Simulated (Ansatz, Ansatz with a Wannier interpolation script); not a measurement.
# G0W0 band structure of SnSe2 (1T monolayer)

Aim: the G0W0 bands of SnSe2 (1T monolayer) along the symmetry lines, with the gap off the mesh.

Main program and level: Ansatz 0.2.0; PBE, Wannier functions and G0W0, plane waves, PAW.

Report form: the programs' logs are mostly left out.

## (1) Starting point

The cell holds 3 atoms: 1 Sn and 2 Se. Its edges and angles: a = 3.870 Å, b = 3.870 Å, c = 29.600 Å, α = 90.0°, β = 90.0°, γ = 120.0°. Vacuum lies along c.

Coordinates:

```cif
data_structure
_symmetry_space_group_name_H-M 'P 1'
_symmetry_Int_Tables_number 1
_cell_length_a 3.8698
_cell_length_b 3.8698
_cell_length_c 29.6000
_cell_angle_alpha 90.000
_cell_angle_beta 90.000
_cell_angle_gamma 120.000
_cell_volume 383.89
loop_
_atom_site_label
_atom_site_type_symbol
_atom_site_fract_x
_atom_site_fract_y
_atom_site_fract_z
_atom_site_occupancy
Sn1 Sn 0.00000 0.00000 0.50000 1
Se2 Se 0.33333 0.66667 0.55385 1
Se3 Se 0.66667 0.33333 0.44615 1
```

The structure was relaxed with PBE. The structure was generated from a model, not taken from a measurement. The runs that relaxed it are not among those shown. The default PAW set here is soft_2. Its files were made with PBE. The Coulomb interaction is cut off across the vacuum.

## (2) PBE bands

Levels along a band path, at the cheap level, show where the edges lie and whether the meshes to come will hold them.

This step: DFT, PBE, plane waves, PAW.

input.yaml reads:

```yaml
crystal:
  lattice:
    - [3.869828627, 0.0, 0.0]
    - [-1.9349143135, 3.3513698993, 0.0]
    - [0.0, 0.0, 29.6]
  atoms:
    - { symbol: Sn, position: [0.0, 0.0, 0.5] }
    - { symbol: Se, position: [0.3333333333, 0.6666666667, 0.553854345] }
    - { symbol: Se, position: [0.6666666667, 0.3333333333, 0.446145655] }
  periodic: [true, true, false]
kpoints:
  mp_grid: { grid: [12, 12, 1] }
  band_path:
    path:
      - [0, 0, 0]
      - [0.5, 0, 0]
      - [0.3333333333333, 0.3333333333333, 0]
      - [0, 0, 0]
    npoints: 10
hamiltonian:
  xc: pbe
scf:
  occupations: { method: fermi_dirac, width: 0.02 }
  n_extra_bands: 188
output:
  eigenvalues: true
  fatbands: true
  write_density: true
  write_potential: true
  elf: true
  volumetric_format: npy
```

On the command line:

```
ansatz run input.yaml --threads 12 --pin off --max-ram 27648MiB --backend cpu --events-out ev --progress --plain --runs-dir out
```

Run time: 23 s. Hardware: 12 threads of Intel Xeon 6975P-C (Granite Rapids), shared host; peak memory 4.2 GiB.

This step gave:

```
filled bands         : 23
gap                  : 0.7932 eV
valence top at       : k = (0.150, 0.000, 0.000)
conduction bottom at : M
least direct gap     : 1.105 eV
```

The gap is indirect, with the least direct gap 0.31 eV higher.

Electronic bands along the path, in eV, zero at the top of the highest nominally filled band:

| point | band 20 | band 21 | band 22 | band 23 | band 24 | band 25 | band 26 | band 27 |
| --- | --- | --- | --- | --- | --- | --- | --- | --- |
| Γ | -0.46 | -0.46 | -0.08 | -0.08 | 1.50 | 3.05 | 4.57 | 4.57 |
| halfway | -1.80 | -1.52 | -0.76 | -0.09 | 1.81 | 4.06 | 5.46 | 5.46 |
| M | -2.19 | -2.15 | -0.65 | -0.31 | 0.79 | 4.09 | 5.45 | 5.72 |
| halfway | -2.95 | -2.44 | -0.81 | -0.62 | 1.54 | 5.09 | 5.26 | 5.73 |
| K | -3.50 | -3.13 | -0.78 | -0.78 | 1.81 | 5.28 | 5.28 | 6.54 |
| halfway | -2.68 | -1.39 | -0.87 | -0.43 | 2.12 | 4.66 | 5.05 | 5.56 |
| Γ | -0.46 | -0.46 | -0.08 | -0.08 | 1.50 | 3.05 | 4.57 | 4.57 |

Valence density in the ca plane at fractional y = 0.000, with atoms of Sn within 0.2 Å of it. It is the smooth field of the valence electrons, not physical close to the nuclei.

Ten steps, logarithmic in the rise over the least value, from '0' (0 e/Å³) to '9' (14 e/Å³), each cell a mean:
```
00000000000000000000125898521000000000000000
00000000000000000001123565321000000000000000
00000000000000000011122222221110000000000000
00000000000000000112221111122210000000000000
00000000000000000112221111122211000000000000
00000000000000000112221111122211000000000000
00000000000000000011222222222110000000000000
00000000000000000001122343221100000000000000
00000000000000000000124776421000000000000000
00000000000000000000125898521000000000000000
```
Columns run along c (16.0 Å, from fractional 0.20 to 0.74 of the cell), rows up along a (3.9 Å). Atoms in or near the plane, at fractional coordinates: Sn at (0.50, 0.00).

Electrostatic potential energy in the ca plane at fractional y = 0.000, with atoms of Sn within 0.2 Å of it. With pseudopotentials it is smooth inside the atoms' cores, unlike the true potential.

Ten even steps from '0' (-20 eV) to '9' (0 eV), each cell a mean:
```
99999999999999999998720897027899999999999999
99999999999999999998750020057899999999999999
99999999999999999988775212577889999999999999
99999999999999999987777777777789999999999999
99999999999999999876678888765678999999999999
99999999999999999876677878776678999999999999
99999999999999999987776555677789999999999999
99999999999999999998862000368899999999999999
99999999999999999998740473047899999999999999
99999999999999999998721999127899999999999999
```
Columns run along c (16.0 Å, from fractional 0.20 to 0.74 of the cell; values clipped at the 3rd and 97th percentile), rows up along a (3.9 Å). Atoms in or near the plane, at fractional coordinates: Sn at (0.50, 0.00).

## (3) Wannier functions (Se:4p Sn:5p) on 24×24×1

Localised functions give a small Hamiltonian that interpolates between mesh points at no cost.

This step: maximally localised Wannier functions, PBE, plane waves, PAW.

input.yaml, the sections that differ from step 2:

```yaml
kpoints:
  mp_grid: { grid: [12, 12, 1] }
scf:
  occupations: { method: fixed }
  n_extra_bands: 188
output:
  wannier:
    kmesh: [24, 24, 1]
    projections: [{ species: Se, l: p, shell: 4 }, { species: Sn, l: p, shell: 5 }]
    minimise: true
    write_hr: true
    seedname: w
    conv_tol: 1.0e-07
    max_iter: 4000
    disentanglement:
      window: [-10.42, 1.48]
      frozen_window: [-10.42, -2.26]
      conv_tol: 1.0e-08
# crystal, hamiltonian: as in step 2
```

It took 61 s on 12 threads; peak memory 16 GiB.

w.win, one line in 2:

```text
! ansatz wannier90 interface
! states of the run's bands (counted from 1): 1-32
num_wann  = 9
conv_tol = 1e-7
dis_win_min = -10.42
dis_froz_min = -10.42
dis_num_iter = 10000
guiding_centres = true
write_hr = true
begin unit_cell_cart
        3.869828627014864                      0.0                      0.0
                      0.0                      0.0                     29.6

Sn                       0.0                      0.0                      0.5
Se        0.6666666666666666       0.3333333333333333              0.446145655
```

Numbers from this step:

```
gauge-invariant spread     : 28.17 Å²
diagonal spread            : 0.08199 Å²
off-diagonal spread        : 0.8565 Å²
total spread               : 29.11 Å²
least projectability       : 0.3004
localisation steps         : 24
disentanglement steps      : 237
r.m.s. interpolation error : 3.10e-5 eV
r.m.s. error near the gap  : 3.17e-5 eV
```

Near the gap the model misses directly solved bands by 0.0 meV r.m.s. and by 0 meV at most in the window tested. This tests the starting bands, not the corrections carried with them.

Wannier functions, by row:

| function | x (Å) | y (Å) | z (Å) | spread (Å²) | nearest atom | distance (Å) |
| --- | --- | --- | --- | --- | --- | --- |
| 1 | -0.06 | 2.2 | 16.41 | 2.738 | Se2 | 0.071 |
| 2 | 0.06 | 2.2 | 16.41 | 2.738 | Se2 | 0.071 |
| 3 | 0 | 2.304 | 16.41 | 2.738 | Se2 | 0.071 |
| 4 | 1.875 | 1.152 | 13.19 | 2.738 | Se3 | 0.071 |
| 5 | 1.995 | 1.152 | 13.19 | 2.738 | Se3 | 0.071 |
| 6 | 1.935 | 1.048 | 13.19 | 2.738 | Se3 | 0.071 |
| 7 | 0 | 0 | 14.8 | 4.122 | Sn1 | 0 |
| 8 | 0 | 0 | 14.8 | 4.278 | Sn1 | 0 |
| 9 | 0 | 0 | 14.8 | 4.278 | Sn1 | 0 |

Frozen up to 3.79 eV; above it the model need not follow the bands. The electronic bands at the labelled points (eV, zero at the valence-band top):

| point | band 20 | band 21 | band 22 | band 23 | band 24 | band 25 | band 26 | band 27 |
| --- | --- | --- | --- | --- | --- | --- | --- | --- |
| Γ | -0.46 | -0.46 | -0.08 | -0.08 | 1.50 | 3.05 | 4.57 | 4.57 |
| halfway | -1.80 | -1.52 | -0.76 | -0.09 | 1.81 | 4.08 | 5.46 | 5.62 |
| M | -2.19 | -2.15 | -0.65 | -0.31 | 0.79 | 4.09 | 5.45 | 5.73 |
| halfway | -2.95 | -2.44 | -0.81 | -0.62 | 1.54 | 5.09 | 5.26 | 5.73 |
| K | -3.50 | -3.13 | -0.78 | -0.78 | 1.81 | 5.28 | 5.28 | 6.54 |
| halfway | -2.68 | -1.39 | -0.87 | -0.43 | 2.12 | 4.69 | 5.13 | 5.62 |
| Γ | -0.46 | -0.46 | -0.08 | -0.08 | 1.50 | 3.05 | 4.57 | 4.57 |

The same for Kohn-Sham, solved directly:

| point | band 20 | band 21 | band 22 | band 23 | band 24 | band 25 | band 26 | band 27 |
| --- | --- | --- | --- | --- | --- | --- | --- | --- |
| Γ | -0.46 | -0.46 | -0.08 | -0.08 | 1.50 | 3.05 | 4.57 | 4.57 |
| M | -2.19 | -2.15 | -0.65 | -0.31 | 0.79 | 4.09 | 5.45 | 5.72 |
| K | -3.50 | -3.13 | -0.78 | -0.78 | 1.81 | 5.28 | 5.28 | 6.54 |
| Γ | -0.46 | -0.46 | -0.08 | -0.08 | 1.50 | 3.05 | 4.57 | 4.57 |

## (4) G0W0 at every point of the mesh: 12×12×1 mesh, 623 empty bands, screening to 80 eV

G0W0 replaces the xc potential by the self-energy, built once from these orbitals. Only a window of levels is corrected, while the sums run over the empty bands that the input names.

This step: G0W0 on PBE, plane waves, PAW.

input.yaml, the sections that differ from step 3:

```yaml
scf:
  occupations: { method: fixed }
gw:
  n_empty_bands: 623
  ecut_chi: 80.0
  qp_bands: [v5, c2]
  screening: { model: contour_deformation }
# crystal, kpoints, hamiltonian: as in step 3
# output: removed
```

It took 18 min on 12 threads; peak memory 11 GiB; 3 h of CPU time.

Numbers from this step:

```
bands summed                                 : 646
plane waves in the screening matrix          : 613
q-points in the mesh                         : 144
G0W0 gap on the mesh                         : 1.783 eV
k of the valence top                         : 0, 0.08333, 0
k of the conduction bottom                   : 0, -0.5, 0
starting gap on the mesh                     : 0.8005 eV
Z at the valence top                         : 0.7163
Z at the conduction bottom                   : 0.7455
least direct G0W0 gap on the computed points : 2.117 eV
```

The gap on the mesh goes from 0.80 eV to 1.78 eV, a correction of +0.98 eV. Between the two edge states, bare exchange in place of the xc potential would open the gap by 4.96 eV, and correlation takes back 3.99 eV.

## (5) Interpolating the corrections

A script adds the corrections, carried to the Wannier functions and back, to the PBE levels, along the path and on a 26×26×1 mesh.

- G0W0 gap over the zone: 1.773 eV
- conduction bottom at: M
- starting gap over the zone: 0.7899 eV
- least direct G0W0 gap: 2.117 eV
- G0W0 gap on the mesh: 1.783 eV
- valence width, start: 4.220 eV
- valence width, G0W0: 4.386 eV
- gap by a rigid shift: 1.773 eV

Levels solved directly plus the interpolated quasiparticle correction. Limits: finite bands, cutoff and mesh; gap short on this mesh; no spin-orbit coupling. The quasiparticle bands at the labelled points (eV, zero at the valence-band top of each set):

| point | band 20 | band 21 | band 22 | band 23 | band 24 |
| --- | --- | --- | --- | --- | --- |
| Γ | -0.50 | -0.50 | -0.07 | -0.07 | 2.53 |
| halfway | -1.83 | -1.54 | -0.87 | -0.10 | 2.86 |
| M | -2.23 | -2.15 | -0.75 | -0.34 | 1.78 |
| halfway | -3.04 | -2.47 | -0.87 | -0.70 | 2.58 |
| K | -3.69 | -3.24 | -0.86 | -0.86 | 2.89 |
| halfway | -2.70 | -1.44 | -0.90 | -0.52 | 3.21 |
| Γ | -0.50 | -0.50 | -0.07 | -0.07 | 2.53 |

The same for PBE:

| point | band 20 | band 21 | band 22 | band 23 | band 24 |
| --- | --- | --- | --- | --- | --- |
| Γ | -0.46 | -0.46 | -0.08 | -0.08 | 1.50 |
| M | -2.19 | -2.15 | -0.65 | -0.31 | 0.79 |
| K | -3.50 | -3.13 | -0.78 | -0.78 | 1.81 |
| Γ | -0.46 | -0.46 | -0.08 | -0.08 | 1.50 |

Corrections by starting level (eV, on the run's own energy scale, so only their differences matter):

| start | correction |
| --- | --- |
| -4.21 | −0.70 |
| -3.50 | −0.72 |
| -2.84 | −0.56 |
| -2.31 | −0.55 |
| -2.06 | −0.54 |
| -1.38 | −0.59 |
| -0.98 | −0.66 |
| -0.77 | −0.61 |
| -0.61 | −0.62 |
| -0.42 | −0.54 |
| -0.23 | −0.54 |
| 0.00 | −0.54 |
| 0.93 | +0.46 |
| 1.30 | +0.48 |
| 1.82 | +0.54 |
| 3.06 | +0.47 |
| 4.45 | +0.50 |
| 5.29 | +0.52 |

## (6) PBE+SOC bands, for comparison

Spin-orbit coupling can split or shift the edges; a non-collinear run measures by how much.

This step: DFT, PBE with spin-orbit coupling, plane waves, PAW.

input.yaml, the sections that differ from step 4:

```yaml
kpoints:
  mp_grid: { grid: [12, 12, 1] }
  band_path:
    path:
      - [0, 0, 0]
      - [0.5, 0, 0]
      - [0.3333333333333, 0.3333333333333, 0]
      - [0, 0, 0]
    npoints: 10
scf:
  occupations: { method: fermi_dirac, width: 0.02 }
  n_extra_bands: 10
magnetization:
  noncollinear: true
  spin_orbit: true
output:
  eigenvalues: true
# crystal, hamiltonian: as in step 4
# gw: removed
```

Run time: 11 s. Hardware: 12 threads; peak memory 3.4 GiB; 2 min of CPU time.

Numbers from this step:

| Item | Value |
| --- | --- |
| filled bands | 46 |
| gap | 0.7589 eV |
| valence top at | Γ |
| conduction bottom at | M |
| least direct gap | 1.086 eV |

The gap stands −0.03 eV against PBE, and the valence top moves to Γ.

The electronic bands at the labelled points (eV, zero at the top of the highest nominally filled band):

| point | band 43 | band 44 | band 45 | band 46 | band 47 | band 48 | band 49 | band 50 |
| --- | --- | --- | --- | --- | --- | --- | --- | --- |
| Γ | -0.28 | -0.28 | 0.00 | 0.00 | 1.47 | 1.47 | 2.96 | 2.96 |
| halfway | -0.82 | -0.82 | -0.12 | -0.12 | 1.76 | 1.76 | 3.98 | 3.98 |
| M | -0.75 | -0.75 | -0.33 | -0.33 | 0.76 | 0.76 | 4.02 | 4.02 |
| halfway | -0.89 | -0.89 | -0.64 | -0.64 | 1.49 | 1.49 | 4.96 | 4.96 |
| K | -0.86 | -0.86 | -0.79 | -0.79 | 1.77 | 1.77 | 5.12 | 5.12 |
| halfway | -0.92 | -0.92 | -0.46 | -0.46 | 2.07 | 2.07 | 4.55 | 4.55 |
| Γ | -0.28 | -0.28 | 0.00 | 0.00 | 1.47 | 1.47 | 2.96 | 2.96 |

## (7) Summary of results

```
PBE gap                             : 0.79 eV
G0W0 gap over the zone              : 1.77 eV, indirect
least direct G0W0 gap, in the model : 2.12 eV
with the spin-orbit change          : 1.74 eV
GW settings                         : 12×12×1 mesh, 623 empty bands, screening to 80 eV
known limits                        : not at the basis limit; no spin-orbit coupling
```

In words: The Wannier model follows the PBE bands to under 1 meV r.m.s. near the gap. The G0W0 gap over the zone is 1.77 eV, indirect, from k = (0.122, 0.000, 0.000) to M; on the mesh alone it is 1.78 eV, and a rigid shift of the PBE bands would give 1.77 eV. The valence width in the model goes from 4.22 eV to 4.39 eV. PBE+SOC gives a gap of 0.76 eV on the same path, a spin-orbit change of −0.03 eV that would bring the G0W0 gap to 1.74 eV. Bands and cutoff are finite, so the gap is not at the basis limit. The miss can reach some tenths of an eV and take either sign; the mesh is an error of its own. Above the frozen window of the model the interpolated levels need not meet the computed ones, even at points of the mesh.

[Paths, hosts, dates, memory and timing lines, banners, echoed tables and standing remarks are left out of the program output.]

[Logs are printed without paths, hosts, clocks, repeated set-up lines and the standing remarks that a program may print on its own settings, such as how far it seeks lower states.]

[Runs of the session that timed out or met a known fault of the program may be left out.]

[Hosts, paths, dates, database ids (printed as entryN), source tags and the programs' standing remarks are cut or masked in the printed files.]
